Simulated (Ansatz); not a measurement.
# Converging the field response of a PbF2 (111) film, part 3 of 3

Which settings does the induced dipole of a PbF2 (111) film need, and which can be cut?

Ansatz 0.2.0; plane-wave DFT, PBE, Ansatz PAW (the session's first sound run).

So far, equivalent conductor thickness p/(ε₀AE) (Å): step 2 (run, setting first choice, PBE) 7.24; step 16 (run, box 26.6 Å (run 9), PBE) 7.24; step 17 (single point, box 26.6 Å (run 3), PBE) 7.24; step 18 (run, box 26.6 Å (run 10), PBE) 7.24; step 19 (LDA) 7.26.

**20. Single point, box 26.6 Å (run 4)**

This step: plane-wave DFT, r2SCAN, Ansatz PAW (Ansatz 0.2.0).

Contents of input.yaml:

```yaml
crystal:
  lattice:
    - [4.20021428, 0.0, 0.0]
    - [-2.10010714, 3.63749227, 0.0]
    - [0.0, 0.0, 26.5736514975]
  atoms:
    - { symbol: F, position: [0.66666667, 0.33333333, 0.3386813438] }
    - { symbol: Pb, position: [0.33333333, 0.66666667, 0.3709450751] }
    - { symbol: F, position: [0.0, 0.0, 0.4032088063] }
    - { symbol: F, position: [0.33333333, 0.66666667, 0.4677362688] }
    - { symbol: Pb, position: [0.0, 0.0, 0.5] }
    - { symbol: F, position: [0.66666667, 0.33333333, 0.5322637312] }
    - { symbol: F, position: [0.0, 0.0, 0.5967911937] }
    - { symbol: Pb, position: [0.66666667, 0.33333333, 0.6290549249] }
    - { symbol: F, position: [0.33333333, 0.66666667, 0.6613186562] }
kpoints:
  mp_grid: { grid: [6, 6, 1] }
hamiltonian:
  xc: r2scan
scf:
  occupations: { method: fixed }
  convergence: { dr2_threshold: 1.0e-10 }
efield:
  axis: 3
  dipole_correction: true
  ramp_position: 0.97
  ramp_width: 0.06
  amplitude: 0.1
output:
  write_potential: true
  write_density: true
  volumetric_format: npy
```

Launch:

```console
$ ansatz run input.yaml --threads 2 --pin off --max-ram 3072MiB --backend cpu --events-out ev --progress --plain --runs-dir out
```

Numbers of over 12 decimals in the logs are rounded to 6 here.

Log:

```text
[...]
Crystal: 9 atoms, lattice volume = 405.999 Å³
Basis set: ecut = 500 eV, 10411 PW (Γ), exchange–correlation on 128×128×800 points (64 copies of the dense FFT grid, shifted against one another)
Bands: 51, of which v1, the nominal top of the filled ones, is band 42 counted from 1 (41 counted from 0)
Symmetry: 6 space group operations
k-points: 7 of 36 (time reversal used)
[...]
k-point 0: bands = [... 38 lower, -4.3748, -4.1168, -3.8617, -3.4693, 1.9610, 2.2270, 3.2807, 4.3205, ... 5 higher]
  k-point 1: bands = [... 38 lower, -4.2381, -3.9314, -3.6383, -3.3256, 2.1597, 2.3747, 3.1800, 3.6949, ... 5 higher]
  k-point 2: bands = [... 38 lower, -4.0300, -3.4915, -3.1632, -2.9480, 2.1200, 2.6991, 2.9210, 3.3279, ... 5 higher]
  k-point 6: bands = [... 38 lower, -3.9202, -3.1051, -2.8479, -2.6254, 3.0236, 3.1315, 3.4542, 3.7927, ... 5 higher]
[key lines of the parts left out:]
SCF converged after 12 iterations
Free energy (F): -40626.067805 eV
Fermi energy:    -2.625407 eV
Dipole field:    D = 0.026677 V/Å  (p = 0.059856 e·Å, saw-weighted, corrected)
```

Elapsed: 49 s, on 2 threads of Arm Neoverse N1, shared host; peak memory 1.3 GiB; 97 s of CPU time.

The dipole corresponds to a conductor 7.089 Å thick, -2.06 % from the first choice, at 2.7 times its CPU time.

**21. Single point, box 26.6 Å (run 5)**

This step: plane-wave DFT, PBE, norm-conserving (Ansatz 0.2.0).

Changes to input.yaml since step 20:

```diff
@@ -18,3 +18,4 @@
 hamiltonian:
-  xc: r2scan
+  xc: pbe
+  pseudopotentials: { kind: nc }
 scf:
```

Log:

```text
[...]
Crystal: 9 atoms, lattice volume = 405.999 Å³
Basis set: ecut = 1320 eV, 44293 PW (Γ)
Bands: 51, of which v1, the nominal top of the filled ones, is band 42 counted from 1 (41 counted from 0)
Symmetry: 6 space group operations
k-points: 7 of 36 (time reversal used)
[...]
k-point 0: bands = [... 38 lower, -3.8543, -3.5848, -3.3409, -2.9883, 1.9734, 2.2215, 3.2446, 4.3051, ... 5 higher]
  k-point 1: bands = [... 38 lower, -3.6985, -3.4091, -3.1485, -2.8606, 2.1586, 2.3770, 3.1338, 3.6359, ... 5 higher]
  k-point 2: bands = [... 38 lower, -3.4751, -3.0222, -2.7110, -2.5060, 2.1019, 2.6811, 2.8837, 3.2709, ... 5 higher]
  k-point 6: bands = [... 38 lower, -3.3585, -2.6553, -2.4126, -2.2002, 2.9953, 3.1094, 3.3769, 3.7284, ... 5 higher]
[key lines of the parts left out:]
SCF converged after 14 iterations
Free energy (F): -10869.976455 eV
Fermi energy:    -2.200218 eV
Dipole field:    D = 0.027207 V/Å  (p = 0.061044 e·Å, saw-weighted, corrected)
```

It took 2.7 min on 2 threads; peak memory 2 GiB.

The dipole corresponds to a conductor 7.230 Å thick, -0.11 % from the first choice, at 8.7 times its CPU time.

**22. Single point, box 26.6 Å (run 6)**

This step: plane-wave DFT, PBE, JTH PAW (Ansatz 0.2.0).

Changes to input.yaml since step 21:

```diff
@@ -19,3 +19,3 @@
   xc: pbe
-  pseudopotentials: { kind: nc }
+  pseudopotentials: { kind: paw, source: jth }
 scf:
```

Log:

```text
[...]
k-point 0: bands = [... 38 lower, -4.0592, -3.7966, -3.5531, -3.2040, 1.7582, 2.0048, 3.0234, 4.0912, ... 5 higher]
  k-point 1: bands = [... 38 lower, -3.9088, -3.6214, -3.3612, -3.0757, 1.9425, 2.1607, 2.9135, 3.4147, ... 5 higher]
  k-point 2: bands = [... 38 lower, -3.6871, -3.2391, -2.9253, -2.7204, 1.8825, 2.4637, 2.6670, 3.0547, ... 5 higher]
  k-point 6: bands = [... 38 lower, -3.5699, -2.8760, -2.6279, -2.4158, 2.7770, 2.8912, 3.1598, 3.5131, ... 5 higher]
[key lines of the parts left out:]
SCF converged after 14 iterations
Free energy (F): -40387.558761 eV
Fermi energy:    -2.415758 eV
Dipole field:    D = 0.027209 V/Å  (p = 0.061049 e·Å, saw-weighted, corrected)
```

Run time: 2.8 min. Hardware: 2 threads; peak memory 2.2 GiB.

The dipole corresponds to a conductor 7.231 Å thick, -0.10 % from the first choice, at 8.9 times its CPU time.

**23. Side by side**

Times are for 2 threads of Arm Neoverse N1, shared host. Results by setting:

```tsv
no.	setting	equivalent conductor thickness p/(ε₀AE) (Å)	time	memory (GiB)
1	first choice	7.238	19 s	0.59
2	cutoff 250 eV	7.168	7.9 s	0.41
3	cutoff 330 eV	7.230	13 s	0.47
4	cutoff 600 eV	7.239	31 s	0.86
5	mesh 1x1	7.408	2.9 s	0.38
6	mesh 2x2	7.249	4 s	0.49
7	mesh 3x3	7.238	8.6 s	0.52
8	mesh 12x12	7.238	55 s	0.76
9	vacuum 10 Å	7.238	13 s	0.48
10	vacuum 14 Å	7.238	16 s	0.54
11	vacuum 26 Å	7.238	24 s	0.71
12	field 0.005 V/Å	7.236	18 s	0.59
13	field 0.03 V/Å	7.238	19 s	0.59
14	field 0.3 V/Å	7.240	19 s	0.59
15	SCF threshold 1e-04 eV	7.239	16 s	0.59
16	SCF threshold 1e-06 eV	7.244	18 s	0.59
17	SCF threshold 1e-08 eV	7.237	18 s	0.59
18	LDA, Ansatz PAW (420 eV)	7.265	18 s	0.57
19	r2SCAN, Ansatz PAW (500 eV)	7.089	49 s	1.3
20	PBE, norm-conserving (1320 eV)	7.230	2.7 min	2.0
21	PBE, JTH PAW (1800 eV)	7.231	2.8 min	2.2
```

**24. Summary of results**

| Item | Value |
| --- | --- |
| equivalent conductor thickness, first choice | 7.238 Å |
| equivalent conductor thickness, cutoff 600 eV | 7.239 Å |
| equivalent conductor thickness, mesh 1x1 | 7.408 Å |
| equivalent conductor thickness, vacuum 26 Å | 7.238 Å |
| equivalent conductor thickness, LDA, Ansatz PAW (420 eV) | 7.265 Å |
| equivalent conductor thickness, r2SCAN, Ansatz PAW (500 eV) | 7.089 Å |

The first choice gives 7.24 Å. Numerical settings off by more than 1 % against it: mesh 1x1 (+2.4 %). The cheapest single change that stays within 0.5 % is mesh 2x2, at 20 % of the CPU time. Functionals and files move it by +0.4 % (LDA, Ansatz PAW (420 eV)), -2.1 % (r2SCAN, Ansatz PAW (500 eV)), -0.1 % (PBE, norm-conserving (1320 eV)) and -0.1 % (PBE, JTH PAW (1800 eV)). The film is symmetric and its atoms are held, so the dipole is the electronic response to the field alone. Times of a few seconds on a shared host rank the settings only roughly. In 1 run of the series (cutoff 250 eV) the program warns that electrons reach the sawtooth's ramp, which makes dipole and work function less sure.

[Logs are printed without paths, hosts, clocks, repeated set-up lines and the standing remarks that a program may print on its own settings, such as how far it seeks lower states.]

[Hosts, paths, dates, database ids (printed as entryN), source tags and the programs' standing remarks are cut or masked in the printed files.]

[Maps of the electrostatic potential energy from Ansatz leave out the sawtooth potential of an applied field or a dipole correction, so their vacuum need not be flat; planar profiles and work functions include it.]
